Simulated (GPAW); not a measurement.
# ZnSe (Stilleite): optical spectrum from first principles

Aim: the dielectric function of ZnSe (Stilleite), and the optical constants that follow from it.

Program: GPAW 26.7.0. Level of theory: DFT, PBE, plane-wave PAW (GPAW data sets), scalar-relativistic, RPA, optical limit. Results are calculated unless marked as measured.

### Step 1. Set-up

Symmetry: F-43m, No. 216, cubic system. Conventional cell: a = 5.668 Å, b = 5.668 Å, c = 5.668 Å, α = 90.00°, β = 90.00°, γ = 90.00°. Se has 4 Zn at 2.45 Å nearest. Zn has 4 Se at 2.45 Å nearest. Farther neighbours and most contacts between anions are not listed.

Structure file:

```cif
data_structure
_symmetry_space_group_name_H-M 'P 1'
_symmetry_Int_Tables_number 1
_cell_length_a 4.0076
_cell_length_b 4.0076
_cell_length_c 4.0076
_cell_angle_alpha 60.000
_cell_angle_beta 60.000
_cell_angle_gamma 60.000
_cell_volume 45.51
loop_
_atom_site_label
_atom_site_type_symbol
_atom_site_fract_x
_atom_site_fract_y
_atom_site_fract_z
_atom_site_occupancy
Se1 Se 0.75000 0.75000 0.75000 1
Zn2 Zn 0.00000 0.00000 0.00000 1
```

### Step 2. Ground state

First the ground state: is it a metal or has it a gap?

This step: DFT, PBE, plane-wave PAW (GPAW data sets), scalar-relativistic, ground state (GPAW 26.7.0).

gs.py

```python
from ase import Atoms
from ase.dft.bandgap import bandgap
from gpaw import GPAW, PW, FermiDirac

atoms = Atoms(['Se', 'Zn'],
              cell=[[0.000000000000, 2.833800000000, 2.833800000000],
                    [2.833800000000, 0.000000000000, 2.833800000000],
                    [2.833800000000, 2.833800000000, 0.000000000000]],
              scaled_positions=[[0.750000000000, 0.750000000000, 0.750000000000],
                                [0.000000000000, 0.000000000000, 0.000000000000]],
              pbc=[True, True, True])
atoms.calc = GPAW(mode=PW(500), xc='PBE', kpts={'size': (7, 7, 7), 'gamma': True},
                  occupations=FermiDirac(0.05), maxiter=150, txt='gs.txt')
print('energy (eV)', atoms.get_potential_energy())
print('Fermi level (eV)', atoms.calc.get_fermi_level())
print('valence electrons', atoms.calc.get_number_of_electrons())
print('gap (eV)', bandgap(atoms.calc, output=None)[0])
print('direct gap (eV)', bandgap(atoms.calc, direct=True, output=None)[0])
atoms.calc.write('gs.gpw')
```

Command:

```bash
$ OMP_NUM_THREADS=1 python gs.py
```

Numbers of over 12 decimals in the logs are rounded to 6 here.

Output:

```text
__  _  _
 | _ |_)|_||  |
 |__||  | ||/\| - 26.7.0

Versions:
  Python: 3.12.14
  ASE:    3.29.0
  Numpy:  2.5.5
  Scipy:  1.18.1
  Libxc:  7.0.0

Input parameters:
  mode=PW(ecut=500.0),
  kpts=MonkhorstPack(size=(7, 7, 7), gamma=True),
  maxiter=150,
  occupations=Occupations(name='fermi-dirac', width=0.05, fixmagmom=False),
  xc=XC(name='PBE')

Diagonalizing LCAO Hamiltonian
Converting LCAO to pw mode

                    Se

       Zn

Atoms  # Å, Bohr magnetons
|   | symbol |        x |        y |        z |    initial magnetic moments |
| 0 |     Se | 4.250700 | 4.250700 | 4.250700 | ( 0.0000,  0.0000,  0.0000) |
| 1 |     Zn | 0.000000 | 0.000000 | 0.000000 | ( 0.0000,  0.0000,  0.0000) |

Unit cell  # Å
| periodic |        x |        y |        z |  lengths |    angles |
|      yes | 0.000000 | 2.833800 | 2.833800 | 4.007598 | 60.000000 |
|      yes | 2.833800 | 0.000000 | 2.833800 | 4.007598 | 60.000000 |
|      yes | 2.833800 | 2.833800 | 0.000000 | 4.007598 | 60.000000 |

Number of symmetries: 24
Symmetry operations  # r_c * U_cc + t_c -> r_c
|    | kind |            matrix            |
|  0 |  E   |  1, 0, 0,  0, 1, 0,  0, 0, 1 |
|  1 |  σ   |  1, 0, 0,  0, 0, 1,  0, 1, 0 |
|  2 |  σ   |  1, 0,-1,  0, 1,-1,  0, 0,-1 |
|  3 |  C3  |  1, 0,-1,  0, 0,-1,  0, 1,-1 |
|  4 |  C3  |  1,-1, 0,  0,-1, 1,  0,-1, 0 |
|  5 |  σ   |  1,-1, 0,  0,-1, 0,  0,-1, 1 |
|  6 |  σ   |  0, 1, 0,  1, 0, 0,  0, 0, 1 |
|  7 |  C3  |  0, 1, 0,  0, 0, 1,  1, 0, 0 |
|  8 |  C2  |  0, 1,-1,  1, 0,-1,  0, 0,-1 |
|  9 |  S4  |  0, 1,-1,  0, 0,-1,  1, 0,-1 |
| 10 |  C3  |  0, 0, 1,  1, 0, 0,  0, 1, 0 |
| 11 |  σ   |  0, 0, 1,  0, 1, 0,  1, 0, 0 |
| 12 |  S4  |  0, 0,-1,  1, 0,-1,  0, 1,-1 |
| 13 |  C3  |  0, 0,-1,  0, 1,-1,  1, 0,-1 |
| 14 |  S4  |  0,-1, 1,  1,-1, 0,  0,-1, 0 |
| 15 |  C2  |  0,-1, 1,  0,-1, 0,  1,-1, 0 |
| 16 |  C3  |  0,-1, 0,  1,-1, 0,  0,-1, 1 |
| 17 |  S4  |  0,-1, 0,  0,-1, 1,  1,-1, 0 |
| 18 |  S4  | -1, 1, 0, -1, 0, 1, -1, 0, 0 |
| 19 |  C3  | -1, 1, 0, -1, 0, 0, -1, 0, 1 |
| 20 |  C3  | -1, 0, 1, -1, 1, 0, -1, 0, 0 |
| 21 |  S4  | -1, 0, 1, -1, 0, 0, -1, 1, 0 |
| 22 |  σ   | -1, 0, 0, -1, 1, 0, -1, 0, 1 |
| 23 |  C2  | -1, 0, 0, -1, 0, 1, -1, 1, 0 |

BZ-sampling:
  Number of BZ points: 343
  Number of IBZ points: 20

  Monkhorst-Pack size: [7, 7, 7]
  Monkhorst-Pack shift: [0, 0, 0]

K-points  # in reciprocal-cell coordinates
|     |                                coordinates |     weight |
|   0 | (  0.00000000,   0.00000000,   0.00000000) | 0.00291545 |
|   1 | (  0.14285714,   0.14285714,   0.00000000) | 0.01749271 |
|   2 | (  0.14285714,   0.14285714,   0.14285714) | 0.02332362 |
|   3 | (  0.28571429,   0.14285714,   0.14285714) | 0.03498542 |
|   4 | (  0.28571429,   0.28571429,   0.00000000) | 0.01749271 |
|   5 | (  0.28571429,   0.28571429,   0.14285714) | 0.06997085 |
|   6 | (  0.28571429,   0.28571429,   0.28571429) | 0.02332362 |
|   7 | (  0.42857143,  -0.28571429,  -0.28571429) | 0.03498542 |
|   8 | (  0.42857143,   0.28571429,  -0.42857143) | 0.13994169 |
|   9 | (  0.42857143,   0.28571429,  -0.28571429) | 0.06997085 |
| ... |                                            |            |
|  19 | (  0.42857143,   0.42857143,   0.42857143) | 0.02332362 |

Plane wave coefficients: 1173
Cutoff: 500.0 eV

Spin-components: 1 (collinear spins)
Bands:           13
Projectors:      11
Spin-degeneracy: 2
Datatype:        complex128

Parallelization:
  kpt:    1
  domain: 1
  band:   1

Density:
  Valence electrons: 18.0
  Components: 1
  Grid points: [21 21 21]
  Charge: 0.0  # |e|

Potential:
  Grid points: [21 21 21]

species:
  Se:
    name:    Selenium
    id:
    Z:       34.0
    valence: 6
    core:    28
    charge:  0.0  # [|e|]
    compensation charges:
      type: gauss
      rc: 0.27  # [Å]
      lmax: 2
    cutoffs:
      filter: 1.77  # [Å]
      core: 2.67  # [Å]
    projectors
    | kind |    occ | energy [eV] | rcut [Å] |
    |   4s |  2.000 |     -17.277 |    0.847 |
    |   4p |  4.000 |      -6.512 |    1.005 |
    |    s |        |       9.935 |    0.847 |
    |    p |        |      20.699 |    1.005 |
    |    d |        |       0.000 |    0.847 |

    Using partial waves for Se as LCAO basis

  Zn:
    name:    Zinc
    id:
    Z:       30.0
    valence: 12
    core:    18
    charge:  0.0  # [|e|]
    compensation charges:
      type: gauss
      rc: 0.37  # [Å]
      lmax: 2
    cutoffs:
      filter: 2.14  # [Å]
      core: 2.28  # [Å]
    projectors
    | kind |    occ | energy [eV] | rcut [Å] |
    |   4s |  2.000 |      -5.977 |    1.286 |
    |   4p |  0.000 |      -1.117 |    1.270 |
    |   3d | 10.000 |     -10.142 |    1.180 |
    |    s |        |      21.234 |    1.286 |
    |    p |        |      26.095 |    1.270 |
    |    d |        |      17.070 |    1.180 |

    Using partial waves for Zn as LCAO basis

Reference energy: -114964.858784  # eV

eigensolver:
  PPCG
  Converge bands: occupied
  niter=2

density mixing:
  MSR1-Mixer
  Pratt-step length: 0.05
  Maximum mixing coefficient: 0.75
  Old densities: 10
  SVD Regularization: 0.005
  Good broyden scale: 1.0
  Trust region scale: 1.0
  Backstep threshold: 4.0
  History deletion threshold: 6.0
  Fourier metric: weight=20.0, sigma=0.015

occupation numbers:
  Fermi-Dirac:
    width: 0.0500  # eV

poisson solver:
  ecut: 4000.0  # eV

xc functional:
  name: PBE with 2 nearest neighbor stencil

convergence criteria:
- Maximum [total energy] change in last 3 cyles: 0.0005 eV / valence electron
- Maximum integral of absolute [dens]ity change: 0.0001 electrons / valence electron
- Maximum integral of absolute [eigenst]ate change: 4e-08 eV^2 / valence electron
maximum number of iterations: 150

SCF iterations
|iter     |      energy | eigst |  dens |
|iter:   1||   -6.327298 | +0.30 |       |
|iter:   2||   -6.276171 | -1.23 | -1.24 |
|iter:   3||   -6.095167 | -1.39 | -1.28 |
|iter:   4||   -6.093520 | -2.25 | -1.81 |
|iter:   5||   -6.094530c| -3.39 | -2.27 |
|iter:   6||   -6.094515c| -3.80 | -2.73 |
|iter:   7||   -6.094542c| -4.44 | -3.42 |
|iter:   8||   -6.094547c| -5.73 | -3.83 |
|iter:   9||   -6.094547c| -7.46c| -4.93c|

Converged in 9 steps
SCF loop duration: 6.404 s (0.712 s/step)
Energy contributions relative to reference atoms: (reference = -114964.858784)

Energy contributions:
  Kinetic:          13.079887
  Coulomb:         -11.115016
  Zero:             -0.049956
  External:          0.000000
  Xc:               -8.009463
  Entropy:          -0.000000
  Spinorbit:         0.000000
  ----------------------------
  Free energy:      -6.094547
  Extrapolated:     -6.094547

dipole moment: (-7.077853, -7.077853, -7.077853)  # |e|*Ang

Fermi level: 4.552
Eigenvalues  # (at kpt = [0.000, 0.000, 0.000])
| band index |      eig [eV] | occ [0-2] |
|          0 |        -9.373 |     2.000 |
|          1 |        -2.643 |     2.000 |
|          2 |        -2.643 |     2.000 |
|          3 |        -2.643 |     2.000 |
|          4 |        -2.278 |     2.000 |
|          5 |        -2.278 |     2.000 |
|          6 |         3.873 |     2.000 |
|          7 |         3.873 |     2.000 |
|          8 |         3.873 |     2.000 |
|          9 |         5.171 |     0.000 |
|         10 |         9.684 |     0.000 |
|         11 |         9.684 |     0.000 |
|         12 |         9.684 |     0.000 |

Gap: 1.298 eV
Transition (v -> c):
  (s=0, k=0, n=8, [0.00, 0.00, 0.00]) -> (s=0, k=0, n=9, [0.00, 0.00, 0.00])
No difference between direct/indirect transitions

--- standard output ---
energy (eV) -6.094547
Fermi level (eV) 4.552242
valence electrons 18.0
gap (eV) 1.297981
direct gap (eV) 1.297981
```

Wall time 7.9 s (1 thread of Arm Neoverse V1, shared host); peak memory 0.14 GiB.

Numbers from this step:

| Item | Value |
| --- | --- |
| energy | -6.095 eV |
| Fermi energy | 4.552 eV |
| gap on the k-mesh | 1.298 eV |
| direct gap on the mesh | 1.298 eV |
| electrons | 18 |

There is a gap, 1.30 eV on this mesh (points off the mesh can give less), so no carriers' term is needed.

### Step 3. Bands for the response

The response needs many more empty bands than the density does.

This step: DFT, PBE, plane-wave PAW (GPAW data sets), scalar-relativistic, bands at fixed density (GPAW 26.7.0).

nscf.py

```python
from ase.dft.bandgap import bandgap
from gpaw import GPAW, FermiDirac

calc = GPAW('gs.gpw').fixed_density(kpts={'size': (11, 11, 11), 'gamma': True}, nbands=39, convergence={'bands': 33},
                                    occupations=FermiDirac(0.001), txt='nscf.txt')
print('gap (eV)', bandgap(calc, output=None)[0])
print('direct gap (eV)', bandgap(calc, direct=True, output=None)[0])
print('top band over the Fermi level (eV)', min(calc.get_eigenvalues(kpt=k)[32] for k in range(len(calc.get_ibz_k_points()))) - calc.get_fermi_level())
calc.write('full.gpw', mode='all')
```

Command:

```bash
$ OMP_NUM_THREADS=1 python nscf.py
```

Output:

```text
Diagonalizing LCAO Hamiltonian
Converting LCAO to pw mode
convergence criteria:
- Maximum integral of absolute [eigenst]ate change: 4e-08 eV^2 / valence electron
maximum number of iterations: 150

SCF iterations
|iter     |      energy | eigst |  dens |
|iter:   1||             | +3.54 |       |
|iter:   2||             | +2.41 |       |
|iter:   3||             | +1.62 |       |
|iter:   4||             | +0.97 |       |
|iter:   5||             | +0.63 |       |
|iter:   6||             | +0.23 |       |
|iter:   7||             | -0.07 |       |
|iter:   8||             | -0.49 |       |
|iter:   9||             | -0.84 |       |
|iter:  10||             | -1.27 |       |
|iter:  11||             | -1.61 |       |
|iter:  12||             | -2.02 |       |
|iter:  13||             | -2.32 |       |
|iter:  14||             | -2.67 |       |
|iter:  15||             | -2.94 |       |
|iter:  16||             | -3.25 |       |
[...]
|iter:  24||             | -5.44 |       |
|iter:  25||             | -5.58 |       |
|iter:  26||             | -6.01 |       |
|iter:  27||             | -6.14 |       |
|iter:  28||             | -6.44 |       |
|iter:  29||             | -6.65 |       |
|iter:  30||             | -7.00 |       |
|iter:  31||             | -7.22 |       |
|iter:  32||             | -7.52c|       |
SCF steps: 32
  __  _  _
 | _ |_)|_||  |
 |__||  | ||/\| - 26.7.0

Versions:
  Python: 3.12.14
  ASE:    3.29.0
  Numpy:  2.5.5
  Scipy:  1.18.1
  Libxc:  7.0.0

Input parameters:
  mode=PW(ecut=500.0),
  convergence={'bands': 33},
  gpts=array([21, 21, 21]),
  kpts=MonkhorstPack(size=(11, 11, 11), gamma=True),
  maxiter=150,
  nbands=39,
  occupations=Occupations(name='fermi-dirac', width=0.001, fixmagmom=False),
  parallel={},
  xc=XC(name='PBE')

--- standard output ---
gap (eV) 1.297981
direct gap (eV) 1.297981
top band over the Fermi level (eV) 30.262477
```

It took 2.4 min on 1 thread; peak memory 0.19 GiB.

### Step 4. Dielectric function, RPA

Transitions between filled and empty bands, summed over the zone, give the optical response, so mesh, band count and broadening shape it.

The induced potential is part of this response.

This step: DFT, PBE, plane-wave PAW (GPAW data sets), scalar-relativistic, RPA, optical limit (GPAW 26.7.0).

df.py

```python
from gpaw.response.df import DielectricFunction

df = DielectricFunction('full.gpw', frequencies={'type': 'nonlinear', 'domega0': 0.03, 'omega2': 8},
                        ecut=60,
                        eta=0.15,
                        nbands=33,
                        txt='df.txt')
for direction in ['x']:
    df.get_dielectric_function(xc='RPA', direction=direction, filename=f'df_{direction}.csv')
```

Command:

```bash
$ OMP_NUM_THREADS=1 python df.py
```

Output:

```text
Using integrator: PointIntegrator
NonLinearFrequencyDescriptor(from 0.000 to 52.646 eV, 472 points)
Nonperiodic BCs:  [False False False]
Using integrator: PointIntegrator
NonLinearFrequencyDescriptor(from 0.000 to 52.646 eV, 472 points)
Nonperiodic BCs:  [False False False]

Calculating chi0 body with:
    Ground state adapter containing:
    Number of spins: 1
    Number of kpoints: 1331
    Number of irreducible kpoints: 56
    Number of completely occupied states: 9
    Number of partially occupied states: 9

    Linear response parametrization:
    q_c: [0.0, 0.0, 0.0]
    Number of frequency points: 472
    Planewave cutoff: 60.0
    Number of bands: 33
    Number of planewaves: 59
    Broadening (eta): 0.15

Integrating chi0 body.

Symmetries of q_c:
    Direct symmetries (Uq -> q): 24
    Indirect symmetries (TUq -> q): 24
In total 48 allowed symmetries.

56 groups of equivalent kpoints. 95.792637% reduction.

Integral kind: spectral function

Calculating chi0 optical extensions with:
    Ground state adapter containing:
    Number of spins: 1
    Number of kpoints: 1331
    Number of irreducible kpoints: 56
    Number of completely occupied states: 9
    Number of partially occupied states: 9

    Linear response parametrization:
    Number of frequency points: 472
    Planewave cutoff: 60.0
    Number of bands: 33
    Number of planewaves: 59
    Broadening (eta): 0.15
Integrating chi0 head and wings.

Symmetries of q_c:
    Direct symmetries (Uq -> q): 24
    Indirect symmetries (TUq -> q): 24
In total 48 allowed symmetries.

56 groups of equivalent kpoints. 95.792637% reduction.

Integral kind: spectral function wings
```

It took 9.3 s on 1 thread; peak memory 0.29 GiB.

This step gave:

| Item | Value |
| --- | --- |
| electronic dielectric constant ε∞, mean over x, y and z (by symmetry where fewer were run) | 6.885 |
| centre of weight of the strongest loss peak in the window | 16.48 eV |

(Continued in part 2 of 2.)

[Machine, clock and banner lines and Python warnings are left out of the logs.]

[Logs are printed without paths, hosts, clocks, repeated set-up lines and the standing remarks that a program may print on its own settings, such as how far it seeks lower states.]

[Hosts, paths, dates, database ids (printed as entryN), source tags and the programs' standing remarks are cut or masked in the printed files.]
